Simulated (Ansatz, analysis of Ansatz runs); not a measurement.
# Migration in Li5AuO4 (C2/m): V_Li hop (2.7 Å), charge −1, part 3 of 5

How high is the barrier when Li changes place in Li5AuO4 (C2/m)? The case: V_Li hop (2.7 Å), charge −1, in a cell of 80 host atoms with 1 Li taken out.

Ansatz 0.2.0; plane-wave PAW DFT, PBEsol; nudged elastic band between two relaxed defect structures at fixed charge in a uniform background.

So far: Starting point; Relaxation of the start point, charge −1; Relaxation of the end point, charge −1.

### Step 4. Nudged elastic band, charge −1

5 movable images are laid between the ends on a pair-potential path, which keeps atoms from colliding in the first guess. Each image feels the true force across the path and a spring force along it. The highest image is set to climb to the top of the path.

This step: plane-wave PAW DFT, PBEsol; nudged elastic band between two relaxed defect structures at fixed charge in a uniform background.

The input, qm1.neb/input.yaml:

```yaml
crystal:
  lattice:
    - [9.40268524, 0.0, -0.02548652]
    - [0.0, 9.40405317, 0.0]
    - [-2.07562506, 0.0, 9.16358709]
  atoms:
    - { symbol: Li, position: [-8.647e-05, 0.7903751, 0.24960294] }
    - { symbol: Li, position: [0.25494692, 0.2903354, 0.25307695] }
    - { symbol: Li, position: [0.00014616, 0.278222, 0.00016286] }
    - { symbol: Li, position: [0.24916458, 0.78176029, 0.00066709] }
    - { symbol: Li, position: [0.00014736, 0.71445206, 0.00017321] }
    - { symbol: Li, position: [0.25211983, 0.2167775, 0.00305079] }
    - { symbol: Li, position: [0.00374148, 0.20602201, 0.25141512] }
    - { symbol: Li, position: [0.24925943, 0.70647968, 0.25019646] }
    - { symbol: Li, position: [0.00016254, -0.0036173, 0.00027398] }
    - { symbol: Li, position: [0.25090112, 0.49967607, 0.00030632] }
    - { symbol: Au, position: [0.00117934, 0.49829438, 0.24995389] }
    - { symbol: Au, position: [0.24915472, -0.00337177, 0.24885857] }
    - { symbol: O, position: [0.12487606, 0.84864352, 0.12376952] }
    - { symbol: O, position: [0.37990416, 0.35401962, 0.1253553] }
    - { symbol: O, position: [0.12366407, 0.35123508, 0.37435153] }
    - { symbol: O, position: [0.37102102, 0.85066135, 0.37540618] }
    - { symbol: O, position: [0.12859219, 0.14520572, 0.12440287] }
    - { symbol: O, position: [0.37514267, 0.64938368, 0.124365] }
    - { symbol: O, position: [0.12174488, 0.64602526, 0.37613858] }
    - { symbol: O, position: [0.37082523, 0.14194957, 0.37093807] }
    - { symbol: Li, position: [0.00044702, 0.79038689, 0.75080929] }
    - { symbol: Li, position: [0.24490578, 0.29035622, 0.75439677] }
    - { symbol: Li, position: [0.00023772, 0.28033402, 0.50024999] }
    - { symbol: Li, position: [0.25026316, 0.78295475, 0.50089456] }
    - { symbol: Li, position: [0.00021888, 0.71736509, 0.50028499] }
    - { symbol: Li, position: [0.26781404, 0.22557868, 0.50388803] }
    - { symbol: Li, position: [-0.00349728, 0.20597816, 0.74889175] }
    - { symbol: Li, position: [0.25032936, 0.70780778, 0.75063416] }
    - { symbol: Li, position: [2.886e-05, 0.00110818, 0.50021872] }
    - { symbol: Li, position: [0.2509646, 0.49956148, 0.50342319] }
    - { symbol: Au, position: [-0.000902, 0.49835643, 0.75045177] }
    - { symbol: Au, position: [0.24988162, -0.00033674, 0.75033881] }
    - { symbol: O, position: [0.12695269, 0.85232679, 0.6254699] }
    - { symbol: O, position: [0.36314421, 0.36247406, 0.63818188] }
    - { symbol: O, position: [0.11932767, 0.35091738, 0.8772253] }
    - { symbol: O, position: [0.37189511, 0.85259577, 0.87600916] }
    - { symbol: O, position: [0.12881886, 0.14696439, 0.62500384] }
    - { symbol: O, position: [0.37806673, 0.65154016, 0.62670148] }
    - { symbol: O, position: [0.12291435, 0.64536922, 0.87449502] }
    - { symbol: O, position: [0.37203033, 0.14650178, 0.87503412] }
    - { symbol: Li, position: [0.49873153, 0.79391788, 0.24971996] }
    - { symbol: Li, position: [0.75537757, 0.29040245, 0.24585533] }
    - { symbol: Li, position: [0.50023066, 0.28089596, 0.00025248] }
    - { symbol: Li, position: [0.75122294, 0.78180143, -0.00014575] }
    - { symbol: Li, position: [0.5001463, 0.71742284, 0.00019156] }
    - { symbol: Li, position: [0.74793382, 0.21666138, -0.00292832] }
    - { symbol: Li, position: [0.50530864, 0.21665945, 0.26392192] }
    - { symbol: Li, position: [0.74995603, 0.70787391, 0.24985883] }
    - { symbol: Li, position: [0.50016556, 0.00115229, 0.00028299] }
    - { symbol: Li, position: [0.74954968, 0.49951776, -1.274e-05] }
    - { symbol: Au, position: [0.50362441, 0.50342736, 0.24693807] }
    - { symbol: Au, position: [0.75040398, -0.00030305, 0.25010838] }
    - { symbol: O, position: [0.62842808, 0.85260801, 0.12436186] }
    - { symbol: O, position: [0.88093545, 0.35089241, 0.12299149] }
    - { symbol: O, position: [0.63709766, 0.36243331, 0.36205708] }
    - { symbol: O, position: [0.87326791, 0.85235825, 0.37493599] }
    - { symbol: O, position: [0.62836975, 0.14657185, 0.12539242] }
    - { symbol: O, position: [0.87742866, 0.64535461, 0.12594211] }
    - { symbol: O, position: [0.62230642, 0.65157941, 0.37374462] }
    - { symbol: O, position: [0.87150551, 0.14691812, 0.375463] }
    - { symbol: Li, position: [0.50163911, 0.79373949, 0.75081163] }
    - { symbol: Li, position: [0.74530163, 0.29024299, 0.74728058] }
    - { symbol: Li, position: [0.75020078, 0.78282028, 0.49973148] }
    - { symbol: Li, position: [0.50013337, 0.71907257, 0.50017227] }
    - { symbol: Li, position: [0.73236412, 0.22563752, 0.49636912] }
    - { symbol: Li, position: [0.49490478, 0.21652467, 0.73633809] }
    - { symbol: Li, position: [0.75103466, 0.70634515, 0.7502992] }
    - { symbol: Li, position: [0.50007951, 0.00842276, 0.50013872] }
    - { symbol: Li, position: [0.74926548, 0.49947943, 0.49681726] }
    - { symbol: Au, position: [0.496704, 0.503363, 0.75338427] }
    - { symbol: Au, position: [0.75123801, -0.00344999, 0.75150289] }
    - { symbol: O, position: [0.62923948, 0.85058891, 0.62508008] }
    - { symbol: O, position: [0.87650056, 0.35136684, 0.6260165] }
    - { symbol: O, position: [0.62037073, 0.3539377, 0.87491188] }
    - { symbol: O, position: [0.87544035, 0.84859082, 0.87663479] }
    - { symbol: O, position: [0.62952343, 0.14182925, 0.62939107] }
    - { symbol: O, position: [0.87859833, 0.64610987, 0.62431051] }
    - { symbol: O, position: [0.62526369, 0.64923992, 0.87611097] }
    - { symbol: O, position: [0.87175419, 0.14512056, 0.87602451] }
total_charge: -1
basis:
  ecutwfc: 420
  xc_grid: 2
hamiltonian:
  xc: pbesol
kpoints:
  mp_grid: { grid: [1, 1, 1], shift: [0.25, 0.25, 0.25] }
scf:
  occupations: { method: fixed }
  max_iter: 100
output:
  forces: true
neb:
  images: 5
  f_tol: 0.04
  climbing: true
  initial_path: idpp
  max_iterations: 45
  order_check: false
  final_atoms:
    - { symbol: Li, position: [0.00016338, 0.79165824, 0.24954338] }
    - { symbol: Li, position: [0.24736717, 0.29443357, 0.24743839] }
[... 13 atom lines left out ...]
    - { symbol: O, position: [0.36097889, 0.84466255, 0.36476306] }
[... 3 atom lines left out ...]
    - { symbol: O, position: [0.3609828, 0.1540291, 0.364846] }
[... 5 atom lines left out ...]
    - { symbol: Li, position: [0.25027346, 0.21423741, 0.49799787] }
[... 7 atom lines left out ...]
    - { symbol: O, position: [0.37937832, 0.35062108, 0.62455838] }
[... 12 atom lines left out ...]
    - { symbol: Li, position: [0.49674325, 0.20452277, 0.25067313] }
[... 7 atom lines left out ...]
    - { symbol: O, position: [0.62082039, 0.35054185, 0.3757974] }
[... 9 atom lines left out ...]
    - { symbol: Li, position: [0.74990506, 0.2141716, 0.5023416] }
    - { symbol: Li, position: [0.50351221, 0.2045769, 0.74976238] }
[... 1 atom line left out ...]
    - { symbol: Li, position: [0.50016686, 0.25779799, 0.5002382] }
[... 3 atom lines left out ...]
    - { symbol: O, position: [0.6392881, 0.84468722, 0.63556867] }
[... 3 atom lines left out ...]
    - { symbol: O, position: [0.63933743, 0.15406721, 0.63566816] }
[... 2 atom lines left out ...]
    - { symbol: O, position: [0.8744964, 0.14846877, 0.87744858] }
```

Run with:

```
$ ansatz run input.yaml --threads 4 --pin off --max-ram 14131MiB --backend cpu --events-out ev --progress --plain --runs-dir out
```

Numbers of over 12 decimals in the logs are rounded to 6 here.

Log:

```text
[...]
Warning: neb: disabling space-group detection — the band's intermediate images generally break the endpoint symmetry, so the full k-mesh is solved, and no spatial operation symmetrises the density, except that a semilocal band can use its path's symmetry [...]
[...]
parallel-image band execution: 4 concurrent image workers
NEB image 0
Crystal: 79 atoms, lattice volume = 809.778 Å³
Basis set: ecut = 420 eV, 15817 PW (Γ), exchange–correlation on 128×128×128 points (8 copies of the dense FFT grid, shifted against one another)
Bands: 310, of which v1, the nominal top of the filled ones, is band 231 counted from 1 (230 counted from 0)
Symmetry: 1 space group operations
k-points: 1
[...]
SCF iter   1: F=—  HF=-129955.971124 eV  |F-HF|=—  |Δ(HF+E_count)|=         —  Δρ=1.68e-2  dr2=1.82e0  ethr=1.77e-3  ⟨swp⟩=5.0  Hψ=920  notcnv=0  defer=71
[...]
SCF iter  10: F=-129955.438616 eV  HF=-129955.438616 eV  |F-HF|=3.20e-8  |Δ(HF+E_count)|=   1.72e-7  Δρ=3.47e-6  dr2=9.69e-8  ethr=2.16e-11  ⟨swp⟩=4.0  Hψ=779  notcnv=0
SCF 1 converged in 10 iterations: F = -129955.438616 eV  dr2 = 9.69e-8
[...]
NSCF: frozen V_eff on 1 k-points
NEB image 6
SCF iter   1: F=—  HF=-129955.407773 eV  |F-HF|=—  |Δ(HF+E_count)|=         —  Δρ=1.68e-2  dr2=1.83e0  ethr=1.77e-3  ⟨swp⟩=5.0  Hψ=921  notcnv=0  defer=72
[...]
SCF iter  11: F=-129954.868972 eV  HF=-129954.868972 eV  |F-HF|=5.68e-9  |Δ(HF+E_count)|=   1.85e-8  Δρ=2.08e-6  dr2=3.91e-8  ethr=2.16e-11  ⟨swp⟩=4.0  Hψ=880  notcnv=0
SCF 2 converged in 11 iterations: F = -129954.868972 eV  dr2 = 3.91e-8
[...]
NEB end point (image 0): max|allowed force component| = 1.770e-2 eV/Å (the criterion of neb.relax_end_points is 1.000e-2)
NEB end point (image 6): max|allowed force component| = 8.387e-3 eV/Å (the criterion of neb.relax_end_points is 1.000e-2)
NEB image 1
SCF iter   1: F=—  HF=-129955.751451 eV  |F-HF|=—  |Δ(HF+E_count)|=         —  Δρ=1.68e-2  dr2=1.82e0  ethr=1.77e-3  ⟨swp⟩=5.0  Hψ=919  notcnv=0  defer=72
[...]
SCF iter  10: F=-129955.217203 eV  HF=-129955.217203 eV  |F-HF|=2.44e-8  |Δ(HF+E_count)|=   1.65e-7  Δρ=3.31e-6  dr2=8.70e-8  ethr=2.16e-11  ⟨swp⟩=4.0  Hψ=866  notcnv=0
SCF 3 converged in 10 iterations: F = -129955.217203 eV  dr2 = 8.70e-8
NEB image 2
SCF iter   1: F=—  HF=-129955.264940 eV  |F-HF|=—  |Δ(HF+E_count)|=         —  Δρ=1.68e-2  dr2=1.83e0  ethr=1.77e-3  ⟨swp⟩=5.0  Hψ=919  notcnv=0  defer=73
[...]
SCF iter  11: F=-129954.729143 eV  HF=-129954.729143 eV  |F-HF|=6.98e-10  |Δ(HF+E_count)|=   8.72e-9  Δρ=1.83e-6  dr2=2.74e-8  ethr=2.16e-11  ⟨swp⟩=2.0  Hψ=780  notcnv=0
SCF 4 converged in 11 iterations: F = -129954.729143 eV  dr2 = 2.74e-8
NEB image 3
SCF iter   1: F=—  HF=-129954.825378 eV  |F-HF|=—  |Δ(HF+E_count)|=         —  Δρ=1.68e-2  dr2=1.83e0  ethr=1.77e-3  ⟨swp⟩=5.0  Hψ=918  notcnv=0  defer=75
[...]
SCF iter  11: F=-129954.288023 eV  HF=-129954.288023 eV  |F-HF|=6.33e-9  |Δ(HF+E_count)|=   1.12e-9  Δρ=1.85e-6  dr2=2.93e-8  ethr=2.16e-11  ⟨swp⟩=2.0  Hψ=937  notcnv=0
SCF 5 converged in 11 iterations: F = -129954.288023 eV  dr2 = 2.93e-8
NEB image 4
SCF iter   1: F=—  HF=-129954.807761 eV  |F-HF|=—  |Δ(HF+E_count)|=         —  Δρ=1.68e-2  dr2=1.84e0  ethr=1.77e-3  ⟨swp⟩=5.0  Hψ=918  notcnv=0  defer=75
[...]
SCF iter  11: F=-129954.267977 eV  HF=-129954.267977 eV  |F-HF|=1.89e-10  |Δ(HF+E_count)|=   5.32e-8  Δρ=1.99e-6  dr2=3.48e-8  ethr=2.16e-11  ⟨swp⟩=2.0  Hψ=938  notcnv=0
SCF 6 converged in 11 iterations: F = -129954.267977 eV  dr2 = 3.48e-8
NEB image 5
SCF iter   1: F=—  HF=-129955.158157 eV  |F-HF|=—  |Δ(HF+E_count)|=         —  Δρ=1.68e-2  dr2=1.84e0  ethr=1.77e-3  ⟨swp⟩=5.0  Hψ=918  notcnv=0  defer=75
[...]
SCF iter  11: F=-129954.618425 eV  HF=-129954.618425 eV  |F-HF|=1.23e-8  |Δ(HF+E_count)|=   5.93e-8  Δρ=2.29e-6  dr2=4.37e-8  ethr=2.16e-11  ⟨swp⟩=2.0  Hψ=938  notcnv=0
SCF 7 converged in 11 iterations: F = -129954.618425 eV  dr2 = 4.37e-8
NEB iter   1: max|band force component| = 1.312e0 eV/Å  barrier→ = 1.1706 eV  barrier← = 0.6010 eV  Δτ_max = 0.0642 Å  (75 SCF iters)
NEB image 1
[...]
SCF iter   8: F=-129955.259007 eV  HF=-129955.259007 eV  |F-HF|=7.13e-8  |Δ(HF+E_count)|=   5.49e-7  Δρ=3.20e-6  dr2=9.40e-8  ethr=2.16e-11  ⟨swp⟩=2.0  Hψ=922  notcnv=0
SCF 8 converged in 8 iterations: F = -129955.259007 eV  dr2 = 9.40e-8
NEB image 2
[...]
SCF iter   9: F=-129954.847945 eV  HF=-129954.847945 eV  |F-HF|=7.65e-9  |Δ(HF+E_count)|=   1.30e-7  Δρ=2.43e-6  dr2=5.26e-8  ethr=2.16e-11  ⟨swp⟩=3.0  Hψ=775  notcnv=0
SCF 9 converged in 9 iterations: F = -129954.847945 eV  dr2 = 5.26e-8
NEB image 3
[...]
SCF iter   9: F=-129954.477039 eV  HF=-129954.477039 eV  |F-HF|=1.40e-9  |Δ(HF+E_count)|=   9.70e-8  Δρ=2.33e-6  dr2=4.70e-8  ethr=2.16e-11  ⟨swp⟩=4.0  Hψ=774  notcnv=0
SCF 10 converged in 9 iterations: F = -129954.477039 eV  dr2 = 4.70e-8
NEB image 4
[...]
SCF iter   9: F=-129954.447358 eV  HF=-129954.447358 eV  |F-HF|=4.96e-9  |Δ(HF+E_count)|=   6.12e-8  Δρ=1.96e-6  dr2=3.35e-8  ethr=2.16e-11  ⟨swp⟩=4.0  Hψ=774  notcnv=0
SCF 11 converged in 9 iterations: F = -129954.447358 eV  dr2 = 3.35e-8
NEB image 5
[...]
SCF iter   8: F=-129954.702248 eV  HF=-129954.702248 eV  |F-HF|=1.35e-8  |Δ(HF+E_count)|=   1.59e-7  Δρ=3.40e-6  dr2=9.55e-8  ethr=2.16e-11  ⟨swp⟩=2.0  Hψ=940  notcnv=0
SCF 12 converged in 8 iterations: F = -129954.702248 eV  dr2 = 9.55e-8
NEB iter   2: max|band force component| = 4.930e-1 eV/Å  barrier→ = 0.9913 eV  barrier← = 0.4216 eV  CI = image 4  Δτ_max = 0.1528 Å  (43 SCF iters)
NEB image 1
[...]
SCF iter   8: F=-129955.299493 eV  HF=-129955.299493 eV  |F-HF|=3.22e-8  |Δ(HF+E_count)|=   1.66e-7  Δρ=2.90e-6  dr2=8.26e-8  ethr=2.16e-11  ⟨swp⟩=2.0  Hψ=974  notcnv=0
SCF 13 converged in 8 iterations: F = -129955.299493 eV  dr2 = 8.26e-8
NEB image 2
[...]
SCF iter   9: F=-129954.954602 eV  HF=-129954.954602 eV  |F-HF|=2.07e-8  |Δ(HF+E_count)|=   9.84e-8  Δρ=1.82e-6  dr2=2.73e-8  ethr=2.16e-11  ⟨swp⟩=3.0  Hψ=775  notcnv=0
SCF 14 converged in 9 iterations: F = -129954.954602 eV  dr2 = 2.73e-8
NEB image 3
[...]
SCF iter   9: F=-129954.589660 eV  HF=-129954.589660 eV  |F-HF|=3.76e-8  |Δ(HF+E_count)|=   1.41e-7  Δρ=1.91e-6  dr2=2.90e-8  ethr=2.16e-11  ⟨swp⟩=3.0  Hψ=776  notcnv=0
[...]
SCF 27 converged in 7 iterations: F = -129954.676024 eV  dr2 = 7.30e-8
NEB image 1
[...]
NEB image 2
[...]
NEB image 3
[...]
NEB image 5
[...]
NEB image 4
[...]
the band table was solved once a step of the walk had ended and its energy, with any forces and stress, was formed, with the checks that follow a solve (1315 applications of the Hamiltonian). They found nothing against the state; [...]
NEB iter   5: max|band force component| = 2.535e-2 eV/Å  barrier→ = 0.9758 eV  barrier← = 0.4062 eV  CI = image 4  Δτ_max = 0.0000 Å  (37 SCF iters)
SCF converged after 8 iterations
Free energy (F): -129954.462809 eV
[...]
Internal energy: -129954.462809 eV  (E = F + TS)
E sigma→0 (E₀):  -129954.462809 eV
Fermi energy:    5.458040 eV
[...]
--- Forces (eV/Å), atoms counted from 1 ---
  atom   1  Li    -0.00030948    -0.00123301     0.00178202
  atom   2  Li    -0.00211879    -0.00026939    -0.00045512
  [... 13 atoms left out ...]
  atom  16  O     -0.00064098    -0.00293610    -0.00245211
  [... 3 atoms left out ...]
  atom  20  O     -0.00911183    -0.01921521     0.00669903
  [... 5 atoms left out ...]
  atom  26  Li     0.00699009    -0.00042543     0.00023823
  [... 7 atoms left out ...]
  atom  34  O     -0.00145498     0.00521532     0.00350417
  [... 12 atoms left out ...]
  atom  47  Li    -0.00224172     0.00032933    -0.00468805
  [... 7 atoms left out ...]
  atom  55  O     -0.00730117    -0.01383896     0.01127685
  [... 9 atoms left out ...]
  atom  65  Li     0.00499461     0.00555254     0.00624146
  atom  66  Li    -0.00035540    -0.00490586    -0.00517268
  [... 1 atom left out ...]
  atom  68  Li     0.02465415     0.01509532    -0.02548517
  [... 7 atoms left out ...]
  atom  76  O     -0.00700089    -0.01949283     0.01429551
  [... 3 atoms left out ...]
  max |Σ_I F_I| component: 5.71e-5 eV/Å
--- Band table (eV) ---
[...]
this run last wrote the band of iteration 5 to <dir>
--- NEB band (7 images, 5 band iterations, 238 SCF iterations) ---
  forward barrier  = 0.975807 eV
  backward barrier = 0.406163 eV
  climbing image's point = of an order that was not read
  energies are F+E_penalty+E_count in eV, relative to image 0
  image     s (Å)  Δ vs image 0  max|band force component| (eV/Å)
      0    0.0000      0.000000                                 —
      1    0.3921      0.129055                          8.851e-3
      2    0.7841      0.461702                          8.169e-3
      3    1.1760      0.823113                          1.340e-2
  *   4    1.5678      0.975807                          2.535e-2
      5    2.0859      0.762593                          1.351e-2
      6    2.6040      0.569644                                 —
  climbing-image geometry (image 4):
  cell:  # Å, volume = 809.7776 Å³
    - [9.40268524, 0.0, -0.02548652]
    - [0.0, 9.40405317, 0.0]
    - [-2.07562506, 0.0, 9.16358709]
  atoms:
    - { symbol: Li, position: [-0.000944, 0.790657, 0.248975] }
    - { symbol: Li, position: [0.245317, 0.296864, 0.244228] }
    - { symbol: Li, position: [0.000511, 0.280466, -6.742121813329261e-5] }
    - { symbol: Li, position: [0.249936, 0.781402, -0.000204] }
    - { symbol: Li, position: [0.000281, 0.713157, 1.2631205566888274e-6] }
    - { symbol: Li, position: [0.250433, 0.215832, 0.000309] }
    - { symbol: Li, position: [9.026291730883373e-5, 0.205820, 0.249212] }
    - { symbol: Li, position: [0.247478, 0.703635, 0.247654] }
    - { symbol: Li, position: [0.000353, -0.003496, 9.403938740153018e-5] }
    - { symbol: Li, position: [0.253735, 0.500058, -0.002614] }
    - { symbol: Au, position: [-0.002619, 0.499403, 0.250468] }
    - { symbol: Au, position: [0.243658, -0.003694, 0.244033] }
    - { symbol: O, position: [0.123805, 0.846171, 0.121330] }
    - { symbol: O, position: [0.378035, 0.355289, 0.122085] }
    - { symbol: O, position: [0.119566, 0.353134, 0.373835] }
    - { symbol: O, position: [0.360984, 0.846388, 0.365537] }
    - { symbol: O, position: [0.123899, 0.146197, 0.120207] }
    - { symbol: O, position: [0.377410, 0.647394, 0.123223] }
    - { symbol: O, position: [0.120036, 0.645532, 0.375397] }
    - { symbol: O, position: [0.353115, 0.152708, 0.356017] }
    - { symbol: Li, position: [0.001447, 0.790320, 0.751019] }
    - { symbol: Li, position: [0.250519, 0.290003, 0.750941] }
    - { symbol: Li, position: [-0.001075, 0.282426, 0.499978] }
    - { symbol: Li, position: [0.249806, 0.783797, 0.497802] }
    - { symbol: Li, position: [7.710099564740835e-5, 0.716831, 0.499896] }
    - { symbol: Li, position: [0.248257, 0.226452, 0.495854] }
    - { symbol: Li, position: [0.000209, 0.205791, 0.750667] }
    - { symbol: Li, position: [0.252450, 0.707831, 0.748775] }
    - { symbol: Li, position: [-4.530484295189874e-6, 0.000331, 0.500136] }
    - { symbol: Li, position: [0.257309, 0.499052, 0.499835] }
    - { symbol: Au, position: [0.002946, 0.499219, 0.749528] }
    - { symbol: Au, position: [0.250706, 5.555980572369355e-5, 0.749772] }
    - { symbol: O, position: [0.128008, 0.852695, 0.625128] }
    - { symbol: O, position: [0.375832, 0.350097, 0.629832] }
    - { symbol: O, position: [0.123438, 0.351528, 0.875505] }
    - { symbol: O, position: [0.372712, 0.852690, 0.874657] }
    - { symbol: O, position: [0.128283, 0.147239, 0.624361] }
    - { symbol: O, position: [0.379741, 0.648106, 0.624142] }
    - { symbol: O, position: [0.125660, 0.645913, 0.874035] }
    - { symbol: O, position: [0.373521, 0.146365, 0.876070] }
    - { symbol: Li, position: [0.496374, 0.794838, 0.250254] }
    - { symbol: Li, position: [0.750817, 0.290713, 0.248779] }
    - { symbol: Li, position: [0.500599, 0.283267, 0.001595] }
    - { symbol: Li, position: [0.750444, 0.781071, 0.000166] }
    - { symbol: Li, position: [0.500021, 0.717042, 0.000107] }
    - { symbol: Li, position: [0.750662, 0.215251, 0.000428] }
    - { symbol: Li, position: [0.496866, 0.214702, 0.250350] }
    - { symbol: Li, position: [0.748017, 0.708455, 0.251250] }
    - { symbol: Li, position: [0.500167, -0.000137, 0.000395] }
    - { symbol: Li, position: [0.746771, 0.499724, 0.003029] }
    - { symbol: Au, position: [0.501486, 0.501296, 0.249414] }
    - { symbol: Au, position: [0.749875, 7.688355152184285e-5, 0.250276] }
    - { symbol: O, position: [0.627752, 0.852916, 0.124854] }
    - { symbol: O, position: [0.877456, 0.351639, 0.124094] }
    - { symbol: O, position: [0.627482, 0.354100, 0.368728] }
    - { symbol: O, position: [0.872751, 0.852814, 0.374930] }
    - { symbol: O, position: [0.627104, 0.146624, 0.124941] }
    - { symbol: O, position: [0.874957, 0.646112, 0.125964] }
    - { symbol: O, position: [0.620693, 0.650095, 0.375606] }
    - { symbol: O, position: [0.871685, 0.147331, 0.375772] }
    - { symbol: Li, position: [0.503843, 0.793654, 0.749848] }
    - { symbol: Li, position: [0.755492, 0.296512, 0.756157] }
    - { symbol: Li, position: [0.750510, 0.784517, 0.502316] }
    - { symbol: Li, position: [0.500178, 0.738197, 0.499889] }
    - { symbol: Li, position: [0.747188, 0.225939, 0.502663] }
    - { symbol: Li, position: [0.505792, 0.214081, 0.755363] }
    - { symbol: Li, position: [0.752795, 0.703093, 0.752294] }
    - { symbol: Li, position: [0.494195, 0.155018, 0.506637] }
    - { symbol: Li, position: [0.743930, 0.499780, 0.499808] }
    - { symbol: Au, position: [0.499425, 0.499447, 0.750283] }
    - { symbol: Au, position: [0.756886, -0.004131, 0.756332] }
    - { symbol: O, position: [0.639012, 0.846113, 0.635029] }
    - { symbol: O, position: [0.880005, 0.352953, 0.626531] }
    - { symbol: O, position: [0.622818, 0.354692, 0.879328] }
    - { symbol: O, position: [0.876564, 0.845503, 0.878614] }
    - { symbol: O, position: [0.647137, 0.152330, 0.644944] }
    - { symbol: O, position: [0.880437, 0.645566, 0.624683] }
    - { symbol: O, position: [0.622074, 0.646325, 0.876636] }
    - { symbol: O, position: [0.876953, 0.145641, 0.880186] }
```

The job ended after 8.9 min (4 threads of Arm Neoverse V1, shared host; peak memory 5 GiB; 24 min of CPU time).

(Part 3 of 5 ends here.)

[Logs are printed without paths, hosts, clocks, repeated set-up lines and the standing remarks that a program may print on its own settings, such as how far it seeks lower states.]

[Hosts, paths, dates, database ids (printed as entryN), source tags and the programs' standing remarks are cut or masked in the printed files.]
